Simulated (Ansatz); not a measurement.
**linear Ag chain: period, moment and channels by functional**

How many channels does the linear Ag chain carry, and how sure is the answer?

Method: DFT PBE, plane waves, PAW; relaxation of a chain's period, in the first sound run; inputs show where later runs differ, in Ansatz 0.2.0.

Report form: the programs' logs are mostly left out.

**1. The structure**

The cell holds 1 atom: 1 Ag. Cell: a = 7.500 Å, b = 7.500 Å, c = 2.697 Å, α = 90.0°, β = 90.0°, γ = 90.0°. Vacuum lies along a and b. The structure's axis is c.

**2. The relaxed wire, level PBE, cutoff 420 eV**

Band widths follow the bond lengths, so the chain is relaxed first. The atoms and the third cell vector are free; the box across stays fixed as vacuum. Moments are seeded so that a magnetic state can form if it lies lower. A Fermi-Dirac smearing is set since the result may be a metal. The pressure printed is a third of the stress's trace over the whole box, vacuum included; only the stress along the axis is relaxed.

input.yaml

```yaml
crystal:
  lattice:
    - [7.5, 0.0, 0.0]
    - [0.0, 7.5, 0.0]
    - [0.0, 0.0, 2.697]
  atoms:
    - { symbol: Ag, position: [0.5, 0.5, 0.0], spin: 0.5 }
magnetization:
  spin_polarized: true
kpoints:
  mp_grid: { grid: [1, 1, 30] }
scf:
  occupations: { method: fermi_dirac, width: 0.05 }
hamiltonian:
  xc: pbe
relax:
  cell: { fix: [a, b, alpha, beta, gamma] }
  max_steps: 60
```

Launch:

```
> ansatz run input.yaml --threads 4 --pin off --max-ram 8192MiB --backend cpu --events-out ev --progress --plain --runs-dir out
```

The job ended after 5.7 s (4 threads of Arm Neoverse V1, shared host; peak memory 0.4 GiB).

Relaxation path:

```
step  energy less that of the first step (eV)  largest force component (eV/Å)  pressure (GPa)  volume (Å³)
   1                                   0.0000                          0.0000           -0.24       151.71
   2                                  -0.0027                          0.0000           -0.17       150.51
   3                                  -0.0036                          0.0000           -0.09       149.24
  4*                                  -0.0034                          0.0000           -0.08       149.24
```

Relaxation steps marked * repeat the geometry before them on a plane-wave basis chosen anew for their cell, so energy and pressure can jump there.

```csv
cell as run,before,after,change
c (Å),2.697,2.653,-1.6 %
```

The relaxed structure:

```xyz
1
Lattice="7.5000 0.0000 0.0000 0.0000 7.5000 0.0000 0.0000 0.0000 2.6531" Properties=species:S:1:pos:R:3
Ag    3.7500    3.7500    0.0000
```

Numbers from this step:

| Property | Result |
| --- | --- |
| energy at zero smearing | -7589.2177 eV |
| cell length along the wire | 2.653 Å |

The cell's length comes to 2.653 Å with no moment.

**3. The perfect wire, level PBE, cutoff 420 eV**

This step: DFT PBE, plane waves, PAW; channels and complex bands of a perfect chain (Ansatz 0.2.0).

At the relaxed period the Bloch states of the perfect chain are found at each energy: those that move forward count the open channels, and those that decay describe how a disturbance dies away inside the wire itself. An energy step of 0.035 eV is under the 0.039 eV that the program asks for its thermal average at 300 K.

input.yaml

```yaml
crystal:
  lattice:
    - [7.5, 0.0, 0.0]
    - [0.0, 7.5, 0.0]
    - [0.0, 0.0, 2.6531019522]
  atoms:
    - { symbol: Ag, position: [0.5, 0.5, 0.0] }
kpoints:
  mp_grid: { grid: [1, 1, 31] }
  band_path: { path: ["Γ", Z], npoints: 60 }
scf:
  occupations: { method: fermi_dirac, width: 0.05 }
hamiltonian:
  xc: pbe
output:
  transmission:
    e_range: [-2, 2]
    de: 0.035
    kmesh: [1, 1]
    reduced_basis: true
    leads: [[0, 0]]
  dos: { projected: true, e_range: [-6, 4] }
  write_potential: true
  write_density: true
  volumetric_format: npy
  elf: true
```

The job ended after 9.8 s (4 threads; peak memory 0.47 GiB).

Numbers from this step:

- energy at zero smearing: -7589.2159 eV
- channels at the energy nearest the Fermi level, one spin: 1
- conductance of the lead as this run defines it: 1.0000 G₀
- band gap: 0 eV

Open channels of the lead, one spin against energy, zero at the Fermi level:

energy (eV), open channels of the lead, one spin and a bar:
```
   -2.000       3.00 ##############################
   -1.790       1.00 ##########
   -1.615       0.00 
   -1.405       0.00 
   -1.195       0.00 
   -0.985       1.00 ##########
   -0.810       1.00 ##########
   -0.600       1.00 ##########
   -0.390       1.00 ##########
   -0.215       1.00 ##########
   -0.005       1.00 ##########
    0.205       1.00 ##########
    0.415       1.00 ##########
    0.590       1.00 ##########
    0.800       1.00 ##########
    1.010       1.00 ##########
    1.185       1.00 ##########
    1.395       1.00 ##########
    1.605       1.00 ##########
    1.815       1.00 ##########
```

The slowest values at each energy, most degenerate partners merged, listed up to 1.5 1/Å. The Im kz of the slowest decaying states by energy, zero at the Fermi level:

| energy (eV) | decay 1 (Å⁻¹) | decay 2 (Å⁻¹) | decay 3 (Å⁻¹) | decay 4 (Å⁻¹) |
| --- | --- | --- | --- | --- |
| -2.000 | 0.574 | 0.777 | 0.777 | 1.36 |
| -1.790 | 0.200 | 0.498 | 0.875 | 0.875 |
| -1.615 | 0.187 | 0.276 | 0.425 | 0.939 |
| -1.405 | 0.293 | 0.317 | 0.338 | 1.00 |
| -1.195 | 0.152 | 0.370 | 0.383 | 1.05 |
| -0.985 | 0.418 | 0.433 | 1.10 | 1.10 |
| -0.810 | 0.441 | 0.479 | 1.13 | 1.13 |
| -0.600 | 0.463 | 0.529 | 1.16 | 1.16 |
| -0.390 | 0.480 | 0.573 | 1.19 | 1.19 |
| -0.215 | 0.491 | 0.606 | 1.17 | 1.22 |
| -0.005 | 0.501 | 0.642 | 1.14 | 1.23 |
| 0.205 | 0.507 | 0.675 | 1.12 | 1.21 |
| 0.415 | 0.509 | 0.705 | 1.09 | 1.19 |
| 0.590 | 0.509 | 0.727 | 1.07 | 1.18 |
| 0.800 | 0.506 | 0.752 | 1.04 | 1.16 |
| 1.010 | 0.5 | 0.774 | 1.01 | 1.14 |
| 1.185 | 0.492 | 0.791 | 0.987 | 1.13 |
| 1.395 | 0.480 | 0.810 | 0.957 | 1.11 |
| 1.605 | 0.465 | 0.827 | 0.926 | 1.09 |
| 1.815 | 0.446 | 0.843 | 0.893 | 1.06 |

Electronic bands along the path, in eV, zero at the Fermi level:

```csv
point,band 7,band 8,band 9,band 10,band 11,band 12,band 13,band 14
Γ,-2.83,-1.96,-1.96,-1.13,3.31,3.31,4.68,5.87
halfway,-2.91,-2.67,-2.67,-0.03,5.06,5.06,5.96,7.16
Z,-2.51,-2.51,-1.76,3.87,5.65,8.44,8.44,9.75
```

ELF in the ca plane at fractional y = 0.500, with atoms of Ag within 0.2 Å of it. It is the smooth field of the valence electrons, not physical close to the nuclei.

Ten even steps from '0' (0.01) to '9' (0.85), each cell a mean:
```
00000000000000
00000000000000
00000000000000
00000000000000
11110000000111
11111111111111
11111111111111
22221111111222
33322111112233
55543211123455
87754211124577
99864311134689
88764211124678
66543211123456
44332211122334
22222111112222
22211111111122
11111111111111
11111100011111
11000000000001
00000000000000
00000000000000
00000000000000
00000000000000
```
Columns run along c (2.7 Å), rows up along a (7.5 Å). Atoms in or near the plane, at fractional coordinates: Ag at (0.00, 0.50).

Electrostatic potential energy in the ca plane at fractional y = 0.500, with atoms of Ag within 0.2 Å of it. With pseudopotentials it is smooth inside the atoms' cores, unlike the true potential.

Values in eV, 24 rows by 14 columns, each cell a mean:
```
  3   3   3   3   3   3   3   3   3   3   3   3   3   3
  3   3   3   3   3   3   3   3   3   3   3   3   3   3
  3   3   3   3   3   3   3   3   3   3   3   3   3   3
  2   2   2   2   2   2   2   2   2   2   2   2   2   2
  2   2   2   2   2   2   2   2   2   2   2   2   2   2
  2   2   2   2   2   2   2   2   2   2   2   2   2   2
  1   1   1   1   2   2   2   2   2   2   2   1   1   1
 -2  -1  -1   0   0   1   1   1   1   1   0   0  -1  -1
-12 -11  -8  -5  -2  -1   0   0   0  -1  -2  -5  -8 -11
-29 -28 -24 -17 -10  -4  -2  -1  -2  -4 -10 -17 -24 -28
-39 -39 -36 -30 -21 -10  -4  -3  -4 -10 -21 -30 -36 -39
-40 -40 -40 -34 -26 -14  -6  -4  -6 -14 -26 -34 -40 -40
-40 -40 -38 -32 -23 -12  -5  -4  -5 -12 -23 -32 -38 -40
-34 -33 -29 -23 -14  -6  -3  -2  -3  -6 -14 -23 -29 -33
-18 -17 -13  -9  -4  -2  -1   0  -1  -2  -4  -9 -13 -17
 -4  -3  -2  -1   0   0   1   1   1   0   0  -1  -2  -3
  0   0   1   1   1   2   2   2   2   2   1   1   1   0
  2   2   2   2   2   2   2   2   2   2   2   2   2   2
  2   2   2   2   2   2   2   2   2   2   2   2   2   2
  2   2   2   2   2   2   2   2   2   2   2   2   2   2
  2   2   2   2   2   3   3   3   3   3   2   2   2   2
  3   3   3   3   3   3   3   3   3   3   3   3   3   3
  3   3   3   3   3   3   3   3   3   3   3   3   3   3
  3   3   3   3   3   3   3   3   3   3   3   3   3   3
```
Columns run along c (2.7 Å; values clipped at the 3rd and 97th percentile), rows up along a (7.5 Å). Atoms in or near the plane, at fractional coordinates: Ag at (0.00, 0.50).

Valence density in the ca plane at fractional y = 0.500, with atoms of Ag within 0.2 Å of it. It is the smooth field of the valence electrons, not physical close to the nuclei.

Values in e/Å³, 24 rows by 14 columns, each cell a mean:
```
 0  0  0  0  0  0  0  0  0  0  0  0  0  0
 0  0  0  0  0  0  0  0  0  0  0  0  0  0
 0  0  0  0  0  0  0  0  0  0  0  0  0  0
 0  0  0  0  0  0  0  0  0  0  0  0  0  0
 0  0  0  0  0  0  0  0  0  0  0  0  0  0
 0  0  0  0  0  0  0  0  0  0  0  0  0  0
 0  0  0  0  0  0  0  0  0  0  0  0  0  0
 0  0  0  0  0  0  0  0  0  0  0  0  0  0
 1  1  1  0  0  0  0  0  0  0  0  0  1  1
 4  4  2  1  1  0  0  0  0  0  1  1  2  4
13 12  8  4  2  1  0  0  0  1  2  4  8 12
20 18 12  6  2  1  0  0  0  1  2  6 12 18
16 14 10  5  2  1  0  0  0  1  2  5 10 14
 7  6  4  2  1  0  0  0  0  0  1  2  4  6
 1  1  1  1  0  0  0  0  0  0  0  1  1  1
 0  0  0  0  0  0  0  0  0  0  0  0  0  0
 0  0  0  0  0  0  0  0  0  0  0  0  0  0
 0  0  0  0  0  0  0  0  0  0  0  0  0  0
 0  0  0  0  0  0  0  0  0  0  0  0  0  0
 0  0  0  0  0  0  0  0  0  0  0  0  0  0
 0  0  0  0  0  0  0  0  0  0  0  0  0  0
 0  0  0  0  0  0  0  0  0  0  0  0  0  0
 0  0  0  0  0  0  0  0  0  0  0  0  0  0
 0  0  0  0  0  0  0  0  0  0  0  0  0  0
```
Columns run along c (2.7 Å), rows up along a (7.5 Å). Atoms in or near the plane, at fractional coordinates: Ag at (0.00, 0.50).

By hand: the program gives 1.3774 × 10^14 S/m² over the cell's cross-section of 56.25 Å² = 5.625 × 10^-19 m², so one cell conducts 7.748 × 10^-5 S. Divided by G0 = 2e²/h = 7.748 × 10^-5 S this is 1.000 G0, a resistance of 12.9 kΩ.

At the computed energy nearest the Fermi level there are 1 channel a spin, and the thermal average gives 1.000 G₀.

**4. The relaxed wire**

This step: DFT RPBE, plane waves, PAW; relaxation of a chain's period (Ansatz 0.2.0).

The relaxation is repeated under another functional. RPBE strengthens the exchange enhancement and tends to longer, weaker bonds than PBE.

input.yaml

```yaml
crystal:
  lattice:
    - [7.5, 0.0, 0.0]
    - [0.0, 7.5, 0.0]
    - [0.0, 0.0, 2.697]
  atoms:
    - { symbol: Ag, position: [0.5, 0.5, 0.0], spin: 0.5 }
magnetization:
  spin_polarized: true
kpoints:
  mp_grid: { grid: [1, 1, 30] }
scf:
  occupations: { method: fermi_dirac, width: 0.05 }
hamiltonian:
  xc: rpbe
relax:
  cell: { fix: [a, b, alpha, beta, gamma] }
  max_steps: 60
```

Elapsed: 4.8 s, on 4 threads; peak memory 0.4 GiB.

Step by step:

```csv
step,energy less that of the first step (eV),largest force component (eV/Å),pressure (GPa),volume (Å³)
1,0.0000,0.0000,-0.06,151.71
2,-0.0002,0.0000,-0.08,152.09
3,-0.0003,0.0000,-0.10,152.50
4*,-0.0004,0.0000,-0.10,152.50
```

Relaxation steps marked * repeat the geometry before them on a plane-wave basis chosen anew for their cell, so energy and pressure can jump there.

| cell as run | before | after | change |
| --- | --- | --- | --- |
| c (Å) | 2.697 | 2.711 | +0.5 % |

The relaxed structure:

```xyz
1
Lattice="7.5000 0.0000 0.0000 0.0000 7.5000 0.0000 0.0000 0.0000 2.7111" Properties=species:S:1:pos:R:3
Ag    3.7500    3.7500    0.0000
```

The cell's length comes to 2.711 Å, +2.2 % against the first run, with no moment.

The cell grew by 0.5 % in its periodic edges.

**5. The wire at its relaxed period, level RPBE, cutoff 420 eV**

This step: DFT RPBE, plane waves, PAW; channels and complex bands of a perfect chain (Ansatz 0.2.0).

The channels are counted again under RPBE, at the period that it gave.

input.yaml

```yaml
crystal:
  lattice:
    - [7.5, 0.0, 0.0]
    - [0.0, 7.5, 0.0]
    - [0.0, 0.0, 2.7110650745]
  atoms:
    - { symbol: Ag, position: [0.5, 0.5, 0.0] }
kpoints:
  mp_grid: { grid: [1, 1, 30] }
  band_path: { path: ["Γ", Z], npoints: 60 }
scf:
  occupations: { method: fermi_dirac, width: 0.05 }
hamiltonian:
  xc: rpbe
output:
  transmission:
    e_range: [-2, 2]
    de: 0.035
    kmesh: [1, 1]
    reduced_basis: true
    leads: [[0, 0]]
  dos: { projected: true, e_range: [-6, 4] }
```

The job ended after 9.3 s (4 threads; peak memory 0.46 GiB; 32 s of CPU time).

Table of open channels of the lead, one spin by energy, zero at the Fermi level:

```
energy (eV)  open channels of the lead, one spin
      -2.00                                    1
      -1.90                                    1
      -1.79                                    0
      -1.69                                    0
      -1.58                                    0
      -1.48                                    0
      -1.37                                    0
      -1.23                                    0
      -1.12                                    0
      -1.02                                    1
      -0.92                                    1
      -0.81                                    1
      -0.70                                    1
      -0.60                                    1
      -0.49                                    1
      -0.39                                    1
      -0.28                                    1
      -0.18                                    1
      -0.07                                    1
      -0.01                                    1
       0.07                                    1
       0.17                                    1
       0.28                                    1
       0.38                                    1
       0.48                                    1
       0.59                                    1
       0.69                                    1
       0.80                                    1
       0.91                                    1
       1.01                                    1
       1.11                                    1
       1.22                                    1
       1.36                                    1
       1.47                                    1
       1.57                                    1
       1.68                                    1
       1.78                                    1
       1.89                                    1
       1.99                                    1
```

At the computed energy nearest the Fermi level there are 1 channel a spin, and the thermal average gives 1.000 G₀.

**6. Relaxing the period**

This step: DFT PBEsol, plane waves, PAW; relaxation of a chain's period (Ansatz 0.2.0).

The relaxation is repeated under another functional. PBEsol weakens PBE's gradient terms and usually lands between LDA and PBE.

input.yaml

```yaml
crystal:
  lattice:
    - [7.5, 0.0, 0.0]
    - [0.0, 7.5, 0.0]
    - [0.0, 0.0, 2.697]
  atoms:
    - { symbol: Ag, position: [0.5, 0.5, 0.0], spin: 0.5 }
magnetization:
  spin_polarized: true
kpoints:
  mp_grid: { grid: [1, 1, 30] }
scf:
  occupations: { method: fermi_dirac, width: 0.05 }
hamiltonian:
  xc: pbesol
relax:
  cell: { fix: [a, b, alpha, beta, gamma] }
  max_steps: 60
```

It took 6.4 s on 4 threads; peak memory 0.4 GiB.

Relaxation path:

```
step  energy less that of the first step (eV)  largest force component (eV/Å)  pressure (GPa)  volume (Å³)
   1                                   0.0000                          0.0000           -0.48       151.71
   2                                  -0.0178                          0.0000           -0.29       148.60
   3                                  -0.0228                          0.0000           -0.02       145.14
   4                                  -0.0233                          0.0000           -0.09       146.01
  5*                                  -0.0230                          0.0000           -0.09       146.01
```

Relaxation steps marked * repeat the geometry before them on a plane-wave basis chosen anew for their cell, so energy and pressure can jump there.

```
cell as run  before  after  change
      c (Å)   2.697  2.596  -3.8 %
```

The relaxed structure:

```
Ag
1.0
     7.50000    0.00000    0.00000
     0.00000    7.50000    0.00000
     0.00000    0.00000    2.59581
Ag
1
Direct
  0.50000 0.50000 0.00000
```

The cell's length comes to 2.596 Å, -2.2 % against the first run, with no moment.

The cell shrank by 3.8 % in its periodic edges.

**7. The wire at its relaxed period, level PBEsol, cutoff 420 eV**

This step: DFT PBEsol, plane waves, PAW; channels and complex bands of a perfect chain (Ansatz 0.2.0).

The channels are counted again under PBEsol, at the period that it gave.

input.yaml

```yaml
crystal:
  lattice:
    - [7.5, 0.0, 0.0]
    - [0.0, 7.5, 0.0]
    - [0.0, 0.0, 2.5958089785]
  atoms:
    - { symbol: Ag, position: [0.5, 0.5, 0.0] }
kpoints:
  mp_grid: { grid: [1, 1, 31] }
  band_path: { path: ["Γ", Z], npoints: 60 }
scf:
  occupations: { method: fermi_dirac, width: 0.05 }
hamiltonian:
  xc: pbesol
output:
  transmission:
    e_range: [-2, 2]
    de: 0.035
    kmesh: [1, 1]
    reduced_basis: true
    leads: [[0, 0]]
  dos: { projected: true, e_range: [-6, 4] }
```

Wall time 8.9 s (4 threads); peak memory 0.45 GiB.

The open channels of the lead, one spin by energy, zero at the Fermi level:

energy (eV), open channels of the lead, one spin and a bar:
```
    -2.00       3.00 ##############################
    -1.90       3.00 ##############################
    -1.79       1.00 ##########
    -1.69       1.00 ##########
    -1.58       0.00 
    -1.48       0.00 
    -1.37       0.00 
    -1.23       0.00 
    -1.12       1.00 ##########
    -1.02       1.00 ##########
    -0.92       1.00 ##########
    -0.81       1.00 ##########
    -0.70       1.00 ##########
    -0.60       1.00 ##########
    -0.49       1.00 ##########
    -0.39       1.00 ##########
    -0.28       1.00 ##########
    -0.18       1.00 ##########
    -0.07       1.00 ##########
    -0.01       1.00 ##########
     0.07       1.00 ##########
     0.17       1.00 ##########
     0.28       1.00 ##########
     0.38       1.00 ##########
     0.48       1.00 ##########
     0.59       1.00 ##########
     0.69       1.00 ##########
     0.80       1.00 ##########
     0.91       1.00 ##########
     1.01       1.00 ##########
     1.11       1.00 ##########
     1.22       1.00 ##########
     1.36       1.00 ##########
     1.47       1.00 ##########
     1.57       1.00 ##########
     1.68       1.00 ##########
     1.78       1.00 ##########
     1.89       1.00 ##########
     1.99       1.00 ##########
```

At the computed energy nearest the Fermi level there are 1 channel a spin, and the thermal average gives 1.000 G₀.

**8. Relaxation of atoms and period, cutoff 500 eV**

This step: DFT r2SCAN, plane waves, PAW; relaxation of a chain's period (Ansatz 0.2.0).

The relaxation is repeated under another functional. r2SCAN also reads the kinetic-energy density; it often gives larger moments and wider gaps than PBE, at a higher cost. Against the first PBE run of this kind, the cutoff is 500 eV against 420.

input.yaml

```yaml
crystal:
  lattice:
    - [7.5, 0.0, 0.0]
    - [0.0, 7.5, 0.0]
    - [0.0, 0.0, 2.697]
  atoms:
    - { symbol: Ag, position: [0.5, 0.5, 0.0], spin: 0.5 }
magnetization:
  spin_polarized: true
kpoints:
  mp_grid: { grid: [1, 1, 30] }
scf:
  occupations: { method: fermi_dirac, width: 0.05 }
hamiltonian:
  xc: r2scan
relax:
  cell: { fix: [a, b, alpha, beta, gamma] }
  max_steps: 60
```

Run time: 22 s. Hardware: 4 threads; peak memory 0.72 GiB.

Step by step:

| step | energy less that of the first step (eV) | largest force component (eV/Å) | pressure (GPa) | volume (Å³) |
| --- | --- | --- | --- | --- |
| 1 | 0.0000 | 0.0000 | -0.44 | 151.71 |
| 2 | -0.0133 | 0.0000 | -0.27 | 149.01 |
| 3 | -0.0171 | 0.0000 | -0.05 | 146.16 |
| 4 | -0.0173 | 0.0000 | -0.10 | 146.77 |
| 5* | -0.0171 | 0.0000 | -0.10 | 146.77 |

Relaxation steps marked * repeat the geometry before them on a plane-wave basis chosen anew for their cell, so energy and pressure can jump there.

```csv
cell as run,before,after,change
c (Å),2.697,2.609,-3.3 %
```

Final coordinates:

```
Ag
1.0
     7.50000    0.00000    0.00000
     0.00000    7.50000    0.00000
     0.00000    0.00000    2.60919
Ag
1
Direct
  0.50000 0.50000 0.00000
```

The cell's length comes to 2.609 Å, -1.7 % against the first run, with no moment.

The cell shrank by 3.3 % in its periodic edges.

(Continued in part 2 of 2.)

[Logs are printed without paths, hosts, clocks, repeated set-up lines and the standing remarks that a program may print on its own settings, such as how far it seeks lower states.]

[Hosts, paths, dates, database ids (printed as entryN), source tags and the programs' standing remarks are cut or masked in the printed files.]
